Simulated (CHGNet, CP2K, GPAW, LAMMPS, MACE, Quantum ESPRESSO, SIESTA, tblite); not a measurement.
## Quantum ESPRESSO on glassy 68TiO2-32SiO2 (mol %) (84 atoms): settings compared

How far do other settings of Quantum ESPRESSO move the forces in glassy 68TiO2-32SiO2 (mol %) (84 atoms)? One run of the same program serves as the yardstick.

Program: Quantum ESPRESSO 7.5. Level of theory: the method is named at each step. Results are calculated unless marked as measured.

**1. The starting structure**

The cell holds 84 atoms: 19 Ti, 9 Si and 56 O. Its edges and angles: a = 10.476 Å, b = 10.476 Å, c = 10.476 Å, α = 90.0°, β = 90.0°, γ = 90.0°. 84 atoms (19 Ti, 9 Si, 56 O) placed at random at 3.07 g/cm³, melted at 4000 K for 10 ps at fixed volume with the Morse and Coulomb pair potential with partial charges (Pedone, Malavasi, Menziani, Cormack and Segre, J. Phys. Chem. B 110, 11780 (2006)). Quenched from 4000 K to 300 K at 10 K/ps and fixed volume, held 10 ps at zero pressure.

The yardstick, on the same geometry:

- method: Kohn-Sham DFT, PBE, SSSP efficiency 1.3.0 pseudopotentials, plane waves (Quantum ESPRESSO 7.5); sssp-pbe-1.3.0-efficiency, cutoffs 60/480 Ry, Γ point
- r.m.s. force component: 1.133 eV/Å
- longest force: 4.744 eV/Å
- pressure: 6.093 GPa
- gap (highest filled to lowest empty level): 2.38 eV
- time: 8.6 min on 2 MPI ranks of Arm Neoverse V1, shared host
- CPU time: 17 min

**2. PBE, gbrv-1.5, 40/200 Ry**

Method: Kohn-Sham DFT, PBE, GBRV 1.5 ultrasoft pseudopotentials, plane waves.

The input, pw.in:

```
&control
  calculation = 'scf'
  pseudo_dir = './pseudo'
  outdir = './tmp'
  disk_io = 'none'
  tprnfor = .true.
  tstress = .true.
/
&system
  ibrav = 0
  nat = 84
  ntyp = 3
  ecutwfc = 40
  ecutrho = 200
  nosym = .true.
  occupations = 'smearing'
  smearing = 'fd'
  degauss = 0.003675
/
&electrons
  conv_thr = 4.2e-07
  electron_maxstep = 100
  mixing_beta = 0.4
  mixing_mode = 'plain'
  diagonalization = 'david'
/
ATOMIC_SPECIES
Ti 47.867 Ti.upf
Si 28.085 Si.upf
O 15.999 O.upf
CELL_PARAMETERS angstrom
10.47594 0.00000 0.00000
0.00000 10.47594 0.00000
0.00000 0.00000 10.47594
ATOMIC_POSITIONS crystal
Ti 0.50774 0.54052 0.52643
Ti 0.70371 0.82245 0.92369
Ti 0.25506 0.20332 0.42547
Ti 0.38200 0.29817 0.71658
Ti 0.19098 0.53330 0.80807
Ti 0.68991 0.04707 0.53023
Ti 0.55122 0.13661 0.94184
Ti 0.24533 0.88383 0.32990
Ti 0.26067 0.33701 0.03673
Ti 0.35636 0.59654 0.23068
Ti 0.71604 0.42758 0.90011
Ti 0.97543 0.27221 0.20971
Ti 0.94504 0.75172 0.71578
Ti 0.06629 0.07099 0.73156
Ti 0.78632 0.36846 0.59068
Ti 0.55217 0.96832 0.25240
Ti 0.07230 0.84673 0.05801
Ti 0.85860 0.09378 0.96337
Ti 0.00722 0.01785 0.43197
Si 0.49248 0.24154 0.20565
Si 0.46687 0.63614 0.95064
Si 0.70705 0.43028 0.30649
Si 0.45658 0.83990 0.60518
Si 0.97770 0.71043 0.43064
Si 0.75110 0.72045 0.21874
Si 0.99343 0.53406 0.03468
Si 0.31400 0.94066 0.85999
Si 0.08931 0.44674 0.52048
O 0.07301 0.65874 0.78104
O 0.89750 0.69135 0.55994
O 0.59734 0.06388 0.38839
O 0.99536 0.44917 0.16010
O 0.32160 0.21536 0.57566
O 0.65266 0.83143 0.27612
O 0.04679 0.11758 0.57354
O 0.10634 0.47121 0.94144
O 0.70775 0.00597 0.92256
O 0.44925 0.66907 0.10380
O 0.36246 0.86361 0.48839
O 0.49762 0.19727 0.79093
O 0.22094 0.06795 0.80506
O 0.75096 0.76170 0.07591
O 0.95889 0.40734 0.58697
O 0.19818 0.04981 0.38670
O 0.83543 0.35839 0.33216
O 0.66742 0.45704 0.47255
O 0.06067 0.84470 0.44467
O 0.25477 0.71654 0.27532
O 0.84346 0.97994 0.48551
O 0.41700 0.25967 0.05862
O 0.29568 0.47299 0.13238
O 0.13700 0.24197 0.10702
O 0.59581 0.34201 0.24496
O 0.37840 0.23185 0.30406
O 0.55635 0.75772 0.90019
O 0.43654 0.00059 0.93359
[... 24 atom lines left out ...]
O 0.11179 0.90491 0.20680
O 0.94484 0.94765 0.00514
O 0.05630 0.57531 0.44135
O 0.87316 0.72713 0.30977
K_POINTS gamma
```

On the command line:

```bash
> OMP_NUM_THREADS=1 mpirun -np 2 pw.x -in pw.in > output.txt
```

Output:

```text
Program PWSCF
     gamma-point specific algorithms are used
     Parallelization info
     sticks:   dense  smooth     PW     G-vecs:    dense   smooth      PW
     Min        3116    2498    622               185145   132473   16565
     Max        3121    2499    623               185148   132474   16566
     Sum        6237    4997   1245               370293   264947   33131
     bravais-lattice index     =            0
     lattice parameter (alat)  =      19.7967  a.u.
     unit-cell volume          =    7758.4615 (a.u.)^3
     number of atoms/cell      =           84
     number of atomic types    =            3
     number of electrons       =       600.00
     number of Kohn-Sham states=          360
     kinetic-energy cutoff     =      40.0000  Ry
     charge density cutoff     =     200.0000  Ry
     scf convergence threshold =      4.2E-07
     mixing beta               =       0.4000
     number of iterations used =            8  plain     mixing
     Exchange-correlation= SLA  PW   PBE  PBE
                           (   1   4   3   4   0   0   0)
     crystal axes: (cart. coord. in units of alat)
               a(1) = (   1.000000   0.000000   0.000000 )
               a(2) = (   0.000000   1.000000   0.000000 )
               a(3) = (   0.000000   0.000000   1.000000 )
     reciprocal axes: (cart. coord. in units 2 pi/alat)
               b(1) = (  1.000000  0.000000  0.000000 )
               b(2) = (  0.000000  1.000000  0.000000 )
               b(3) = (  0.000000  0.000000  1.000000 )
     PseudoPot. # 1 for Ti:
     Pseudo is Ultrasoft + core correction, Zval = 12.0
     PseudoPot. # 2 for Si:
     Pseudo is Ultrasoft + core correction, Zval =  4.0
     PseudoPot. # 3 for O :
     Pseudo is Ultrasoft + core correction, Zval =  6.0
     atomic species   valence    mass     pseudopotential
     Ti               12.00    47.86700     Ti( 1.00)
     Si                4.00    28.08500     Si( 1.00)
     O                 6.00    15.99900     O ( 1.00)
     No symmetry found
   Cartesian axes
     number of k points=     1  Fermi-Dirac smearing, width (Ry)=  0.0037
                       cart. coord. in units 2pi/alat
        k(    1) = (   0.0000000   0.0000000   0.0000000), wk =   2.0000000
     Dense  grid:   185147 G-vectors     FFT dimensions: (  90,  90,  90)
     Smooth grid:   132474 G-vectors     FFT dimensions: (  80,  80,  80)
     Check: negative core charge=   -0.000005
     Initial potential from superposition of free atoms
     starting charge     580.9930, renormalised to     600.0000
     negative rho (up, down):  2.349E-02 0.000E+00
     Starting wfcs are  450 randomized atomic wfcs
     Self-consistent Calculation
     iteration #  1     ecut=    40.00 Ry     beta= 0.40
     negative rho (up, down):  2.656E-02 0.000E+00
     total energy              =   -4162.24128949 Ry
     estimated scf accuracy    <      20.99230429 Ry
     iteration #  2     ecut=    40.00 Ry     beta= 0.40
     negative rho (up, down):  2.252E-02 0.000E+00
     total energy              =   -4157.62861734 Ry
     estimated scf accuracy    <      75.83017851 Ry
     iteration #  3     ecut=    40.00 Ry     beta= 0.40
     negative rho (up, down):  2.082E-02 0.000E+00
     total energy              =   -4168.69135046 Ry
     estimated scf accuracy    <      12.58963650 Ry
     iteration #  4     ecut=    40.00 Ry     beta= 0.40
     negative rho (up, down):  2.169E-02 0.000E+00
     total energy              =   -4169.97068242 Ry
     estimated scf accuracy    <       2.54075242 Ry
     iteration #  5     ecut=    40.00 Ry     beta= 0.40
     negative rho (up, down):  2.182E-02 0.000E+00
     total energy              =   -4170.03528811 Ry
     estimated scf accuracy    <       0.78922818 Ry
     iteration #  6     ecut=    40.00 Ry     beta= 0.40
[...]
total energy              =   -4170.02245633 Ry
     estimated scf accuracy    <       0.33816074 Ry
[...]
total energy              =   -4170.03710876 Ry
[...]
iteration # 14     ecut=    40.00 Ry     beta= 0.40
[...]
total energy              =   -4170.03711197 Ry
     estimated scf accuracy    <       0.00000321 Ry
     iteration # 15     ecut=    40.00 Ry     beta= 0.40
[...]
total energy              =   -4170.03711251 Ry
     estimated scf accuracy    <       0.00000067 Ry
     iteration # 16     ecut=    40.00 Ry     beta= 0.40
     negative rho (up, down):  2.135E-02 0.000E+00
     End of self-consistent calculation
          k = 0.0000 0.0000 0.0000 ( 16566 PWs)   bands (ev):
   -52.6780 -52.4806 -52.2421 -52.1224 -52.0537 -52.0372 -51.9826 -51.9296
   -51.9034 -51.8400 -51.8366 -51.7791 -51.7271 -51.4043 -51.3464 -51.3446
   -51.3363 -51.3238 -51.2467 -29.1162 -28.9800 -28.9071 -28.8541 -28.7483
   -28.7442 -28.7306 -28.6273 -28.5536 -28.5416 -28.5133 -28.4990 -28.4689
   -28.4622 -28.4571 -28.4483 -28.4282 -28.4168 -28.3923 -28.3538 -28.3471
   -28.3463 -28.3086 -28.3062 -28.2744 -28.2676 -28.2513 -28.2373 -28.2321
[...]
8.5620   8.5728   8.6576   8.6679   8.7003   8.7521   8.7684   8.7987
     8.8967   8.9160   8.9298   8.9823   9.0257   9.0566   9.1086   9.1516
     9.1877   9.1984   9.2598   9.3222   9.3529   9.3859   9.4535   9.4887
     the Fermi energy is     5.6707 ev
!    total energy              =   -4170.03711259 Ry
     estimated scf accuracy    <       0.00000016 Ry
     smearing contrib. (-TS)   =      -0.00000000 Ry
     internal energy E=F+TS    =   -4170.03711259 Ry
     The total energy is F=E-TS. E is the sum of the following terms:
     one-electron contribution =   -2527.10843947 Ry
     hartree contribution      =    1499.67926341 Ry
     xc contribution           =    -794.37491893 Ry
     ewald contribution        =   -2348.23301760 Ry
     convergence has been achieved in  16 iterations
     negative rho (up, down):  2.135E-02 0.000E+00
     Forces acting on atoms (cartesian axes, Ry/au):
     atom    1 type  1   force =     0.04485140    0.03757203   -0.05711717
     atom    2 type  1   force =     0.04736956    0.08182459    0.02910244
     atom    3 type  1   force =     0.02938243    0.01128735   -0.03637087
     atom    4 type  1   force =    -0.03378875   -0.03141879    0.02790651
     atom    5 type  1   force =     0.02656105    0.03753154   -0.03549382
     atom    6 type  1   force =    -0.00834677   -0.09301108   -0.04795654
[...]
atom   82 type  3   force =    -0.04368678    0.04404726   -0.01882601
     atom   83 type  3   force =     0.03950252    0.02801350   -0.06356759
     atom   84 type  3   force =     0.09863126    0.00233570    0.03701461
     Total force =     0.704358     Total SCF correction =     0.000879
     Computing stress (Cartesian axis) and pressure
     negative rho (up, down):  2.135E-02 0.000E+00
          total   stress  (Ry/bohr**3)                   (kbar)     P=       67.01
   0.00038147   0.00002451  -0.00001631           56.12        3.61       -2.40
   0.00002451   0.00044367  -0.00001458            3.61       65.27       -2.14
  -0.00001631  -0.00001458   0.00054134           -2.40       -2.14       79.63
     Message from routine punch:
     Nothing written, as per user request (disk_io='none')
```

It took 4 min on 2 MPI ranks of Arm Neoverse V1, shared host; peak memory 1.3 GiB; 8 min of CPU time.

Banners, paths, timers and routine set-up lines are dropped from the logs unmarked, and long logs keep their key lines alone; longer cuts are marked.

Numbers from this run, and their distance from the reference:

```
r.m.s. force component                           : 1.141 eV/Å
r.m.s. difference of force components            : 38.2 meV/Å
longest difference of force vectors              : 144.7 meV/Å
force difference over r.m.s. force               : 3.371 %
slope of forces against the reference's          : 1.006
correlation of force components                  : 0.9995
gap (highest filled to lowest empty level) : 2.384 eV
gap difference                                   : 0.0044 eV
pressure                                         : 6.701 GPa
pressure difference                              : 0.608 GPa
```

Length of the force difference by element (eV/Å):

```
element  atoms   mean   most
      O     56  0.066   0.14
     Si      9  0.042  0.073
     Ti     19  0.036  0.075
```

Levels nearest the highest filled one (eV from it): -0.84, -0.80, -0.73, -0.73, -0.68, -0.62, -0.57, -0.56, -0.38, -0.17, -0.09, 0.00, 2.38, 2.45, 2.56, 2.64, 2.73, 2.79, 2.84, 2.91, 2.95, 2.98, 3.01, 3.08.

The surroundings of Ti2, picked at random, nearest first, numbered as they follow in the input and with coordinates relative to it.

```
atom      x      y      z  distance (Å)  bonds     Fx     Fy  Fz (eV/Å)
 Ti2   0.00   0.00   0.00          0.00      4   1.22   2.10       0.75
 O55  -1.54  -0.68  -0.25          1.70      2  -2.58  -1.22      -0.71
 O79   1.04  -0.52  -1.29          1.74      2  -1.00  -0.62       0.24
 O42   0.49  -0.64   1.59          1.79      2   0.92  -0.17      -1.74
 O37   0.04   1.92  -0.01          1.92      3  -1.73   0.48       0.13
 O82   2.53   1.31   0.85          2.97      2  -1.12   1.13      -0.48
Si21  -2.48  -1.95   0.28          3.17      4   2.05  -0.86       1.14
Ti18   1.62   2.84   0.42          3.30      4   0.79  -1.02      -1.13
Si25   0.50  -1.07   3.09          3.31      4  -1.57  -0.74       3.17
 O56  -2.80   1.87   0.10          3.37      2   0.16   0.19       0.50
Ti13   2.53  -0.74  -2.18          3.42      4   1.49   0.04      -1.20
```

Forces lie 3.4 % from the reference's, at 0.46 times its CPU time.

**3. Outcome**

| Item | Value |
| --- | --- |
| force difference from the reference | QE PBE, gbrv-1.5, 40/200 Ry, 3.4 % |
| its CPU time | 8 min |

PBE on plane waves or a grid with other potentials, cutoffs or grids differs from the reference by 3.4 % (QE PBE, gbrv-1.5, 40/200 Ry) of the r.m.s. force; this holds the reference's own error, so differences of a few per cent don't tell which side is nearer the exact PBE result. One electronic-structure run takes under half the reference's CPU time: QE PBE, gbrv-1.5, 40/200 Ry, at 3.4 % in 8 min against 17 min. PBE gaps agree with the reference's 2.38 eV within 0.005 eV. The reference's pressure holds the uncorrected Pulay stress of its 60 Ry basis, so small pressure differences, and their order, may be the reference's own error. The quench rate of 10 K/ps is many orders above laboratory rates, so the cell is likely richer in defects and strain than a real sample. The network of bonds at the start is that of the classical potential that made the cell, and needn't be the one that DFT or experiment would give. The electronic-structure runs sample only Γ, in a cell whose shortest periodic width is 10 Å.

[Also dropped from logs without a mark: logging warnings of Python, and SIESTA's first energy breakdown and zero terms.]

[Logs are printed without paths, hosts, clocks, repeated set-up lines and the standing remarks that a program may print on its own settings, such as how far it seeks lower states.]

[Hosts, paths, dates, database ids (printed as entryN), source tags and the programs' standing remarks are cut or masked in the printed files.]
